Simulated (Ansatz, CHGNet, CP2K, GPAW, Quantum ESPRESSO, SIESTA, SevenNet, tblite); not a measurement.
**Liquid Cu37Al22Si42 (at. %) at 1600 K (79 atoms): other programs against plane waves**

One geometry of liquid Cu37Al22Si42 (at. %) at 1600 K (79 atoms) is solved by several programs and methods. How far do their forces lie from a plane-wave PBE run?

Results are calculated, not measured.

In doubt: a PseudoDojo file used here is known to give poor structures and forces (SIESTA), which bears on pressures, cells, forces and phonons.

## 1. The structure

The cell holds 79 atoms (29 Cu, 17 Al and 33 Si), with edges of 11.35, 11.35 and 11.35 Å. Recipe: 79 atoms (29 Cu, 17 Al, 33 Si) placed at random at 4.03 g/cm³, melted at 2000 K for 10 ps at fixed volume with the MEAM Al-Si-Mg-Cu-Fe potential (Jelinek et al., Phys. Rev. B 85, 245102 (2012)). Snapshot at the end of a hold of 10 ps at 1600 K and zero pressure. Then every atom was moved at random, 0.05 Å r.m.s. a Cartesian component. The density is 3.67 g/cm³.

## 2. The reference input

Quantum ESPRESSO 7.5: Kohn-Sham DFT, PBE, SSSP efficiency 1.3.0 pseudopotentials, plane waves. Its input, pw.in:

```
&control
  calculation = 'scf'
  pseudo_dir = './pseudo'
  outdir = './tmp'
  disk_io = 'none'
  tprnfor = .true.
  tstress = .true.
/
&system
  ibrav = 0
  nat = 79
  ntyp = 3
  ecutwfc = 60
  ecutrho = 480
  nosym = .true.
  occupations = 'smearing'
  smearing = 'fd'
  degauss = 0.003675
/
&electrons
  conv_thr = 4.0e-07
  electron_maxstep = 100
  mixing_beta = 0.2
  mixing_mode = 'local-TF'
  diagonalization = 'david'
/
ATOMIC_SPECIES
Cu 63.546 Cu.upf
Al 26.982 Al.upf
Si 28.085 Si.upf
CELL_PARAMETERS angstrom
11.34996 0.00000 0.00000
0.00000 11.34996 0.00000
0.00000 0.00000 11.34996
ATOMIC_POSITIONS crystal
Cu 0.62938 0.51357 0.55085
Cu 0.87475 0.70550 0.70529
Cu 0.84140 0.53717 0.48250
Cu 0.61393 0.01983 0.76419
[... 73 atom lines left out ...]
Si 0.52990 0.75262 0.89577
Si 0.36386 0.13113 0.54403
K_POINTS gamma
```

```console
$ OMP_NUM_THREADS=1 mpirun -np 4 pw.x -in pw.in > output.txt
```

Wall time 5.4 min (4 MPI ranks of Arm Neoverse V2, shared host); peak memory 5.3 GiB; 22 min of CPU time.

It converged with an r.m.s. force component of 0.78 eV/Å and a pressure of -5.2 GPa.

## 3. The other programs

- CHGNet: machine-learned potential, published weights.
- CP2K 2026.2: Gaussian basis with GTH pseudopotentials and a plane-wave density; labels give functional, basis (MOLOPT sets; SR short-range, UZH the newer set with its own potentials), grid cutoff/relative cutoff and solver (OT: orbital transformation; TRS4, TC2, SIGN: linear-scaling purification with its sparsity filter), or its built-in tight binding.
- GPAW 26.7.0: PAW with atomic orbitals (LCAO), plane waves or a real-space grid of spacing h.
- SIESTA 5.4.2: numerical atomic orbitals, whose automatically made sets are far from complete, with PseudoDojo norm-conserving potentials that we converted to its format (checked against plane waves on the same files for H, C, O, Si, Ge and Ca alone); labels give functional, basis size, energy shift and mesh cutoff.
- SevenNet: machine-learned potential, published weights.
- tblite 0.8.0: extended tight binding, driven from Python.

All use the same cell and atoms, and the electronic-structure runs the same k-mesh.

## 4. Side by side

Differences are against the reference: forces as r.m.s. over components, share as that over the reference's r.m.s. force, slope as the fitted ratio of a run's forces to the reference's.

```tsv
run	Δ force, r.m.s. (meV/Å)	share (%)	slope	Δ pressure (GPa)	cores	CPU time	memory (GiB)
reference	-	-	-	-	4	22 min	5.3
CHGNet 0.3.0 potential	254	32.7	1.029	-2.02	1	3.5 s	0.88
CHGNet r2SCAN potential	301	38.6	0.812	-5.92	1	3.1 s	0.88
CP2K PBE, DZVP-MOLOPT-SR, 1120/50 Ry, diagonalisation	40.3	5.18	1.021	0.657	4	11 min	12
CP2K PBE, DZVP-MOLOPT-SR, 280/50 Ry, diagonalisation (coarse)	441	56.7	1.030	1.32	2	6.5 min	1.7
CP2K PBE, DZVP-MOLOPT-SR, 800/20 Ry, diagonalisation (coarse)	312	40.0	1.024	1.43	4	6.7 min	8.0
CP2K PBE, DZVP-MOLOPT-SR, 800/50 Ry, diagonalisation	41.3	5.31	1.021	0.660	4	9.5 min	7.9
CP2K PBE, SZV-MOLOPT-SR, 800/50 Ry, diagonalisation (coarse)	366	47.1	1.245	8.50	2	5.3 min	5.5
GPAW PBE, LCAO dzp, h 0.2 Å	77.5	9.95	1.067	-	1	5.1 min	1.7
GPAW PBE, LCAO dzp, h 0.2 Å, other mixer settings	76.9	9.88	1.066	-	1	7.5 min	1.6
GPAW PBE, LCAO dzp, h 0.28 Å (coarse)	78.8	10.1	1.066	-	1	2.4 min	0.75
GPAW revPBE, LCAO dzp, h 0.2 Å	107	13.8	1.096	-	1	5.2 min	1.7
SIESTA PBE, DZP, shift 0.01 Ry, mesh 200 Ry	72.0	9.25	1.044	-0.558	2	4.4 min	1.2
SIESTA PBE, DZP, shift 0.01 Ry, mesh 500 Ry	71.7	9.21	1.044	-0.589	2	15 min	3.1
SIESTA PBE, SZ, shift 0.01 Ry, mesh 500 Ry (coarse)	469	60.2	1.203	7.50	1	3.7 min	1.3
SIESTA PBE, SZP, shift 0.01 Ry, mesh 500 Ry (coarse)	198	25.4	1.081	0.859	2	12 min	2.7
SIESTA PBE, TZP, shift 0.01 Ry, mesh 500 Ry	60.7	7.80	1.036	-0.746	4	21 min	4.0
SevenNet l3i5 potential	223	28.7	1.011	-1.54	1	8.4 s	1.2
tblite IPEA1-xTB	534	68.6	1.320	10.5	1	7.3 s	0.16
```

Rows marked coarse use a setting chosen to be so.

Times of the machine-learned potentials are mostly Python's start and the loading of weights.

CPU time is summed over cores on shared hosts, so it is rough.

## 5. What came out

Forces lie from 5.2 % (CP2K PBE, DZVP-MOLOPT-SR, 1120/50 Ry, diagonalisation) to 69 % (tblite IPEA1-xTB) of the reference's r.m.s. force of 0.78 eV/Å away from it. The PBE runs in local orbitals, coarse settings apart, differ by 5.2 % (CP2K PBE, DZVP-MOLOPT-SR, 1120/50 Ry, diagonalisation) to 10.0 % (GPAW PBE, LCAO dzp, h 0.2 Å); basis, grid and potentials can all enter. Tight binding differs by 69 % (tblite IPEA1-xTB); it is another model, with fitted parameters of its own, and the xTB methods hold dispersion. Machine-learned potentials differ by 29 % (SevenNet l3i5 potential) to 39 % (CHGNet r2SCAN potential); they were trained on other programs' data, some at another functional.

Rows with another functional or a dispersion term differ by 14 % (GPAW revPBE, LCAO dzp, h 0.2 Å), which mixes the change of model with differences of basis and potentials. IPEA1-xTB was fitted to ionisation energies and electron affinities, not to forces or charges. Runs with settings chosen to be coarse differ by 10 % (GPAW PBE, LCAO dzp, h 0.28 Å) to 60 % (SIESTA PBE, SZ, shift 0.01 Ry, mesh 500 Ry), their programs' other errors included. From CP2K PBE, DZVP-MOLOPT-SR, 280/50 Ry, diagonalisation to the finer CP2K PBE, DZVP-MOLOPT-SR, 1120/50 Ry, diagonalisation the share falls from 57 to 5.2 %. From GPAW PBE, LCAO dzp, h 0.28 Å to the finer GPAW PBE, LCAO dzp, h 0.2 Å, other mixer settings the share goes from 10.1 to 9.88 %, so the grid isn't what parts these runs from the reference. Pressures at PBE, coarse settings apart, lie -0.75 to +0.66 GPa from the reference's.

**Limits.** Periodic xTB results under one method name differ between programs and library versions. The potentials hold different valence shells: 502 electrons in the reference, 734 in SIESTA; this bears on time and differences. The reference's pressure holds the uncorrected Pulay stress of its 60 Ry basis, so small pressure differences, may be the reference's own error. A potential file of the SIESTA runs is in doubt, which bears on their forces and pressure. The frame stands for 1600 K, but pressures are static and levels are smeared at 580 K, under the temperature of the frame, which matters where levels are partly filled. Machine-learned potentials mimic data converged in k, so the reference's own k-point error enters their differences. The network of bonds at the start is that of the classical potential that made the cell, and needn't be the one that DFT or experiment would give. The electronic-structure runs sample only Γ, in a cell whose shortest periodic width is 11 Å, which is coarse for a cell with partly filled levels. The reference has no spin polarisation, so local moments can't form. Where levels are smeared, the DFT runs use Fermi–Dirac occupations at 580 K (0.05 eV), and energies are free energies. The atoms were displaced at random, and shares hang on the size of the forces that this gives. The reference's cutoffs and mesh weren't converged further here.

[Long decimals in the printed logs are rounded to 6 places.]

[Logs are printed without paths, hosts, clocks, repeated set-up lines and the standing remarks that a program may print on its own settings, such as how far it seeks lower states.]

[Hosts, paths, dates, database ids (printed as entryN), source tags and the programs' standing remarks are cut or masked in the printed files.]

[Only finished runs are shown, without SIESTA runs on faulty potentials for Cu, Fe, Ni or Zn; cells were taken only where this reference lay near another plane-wave run.]
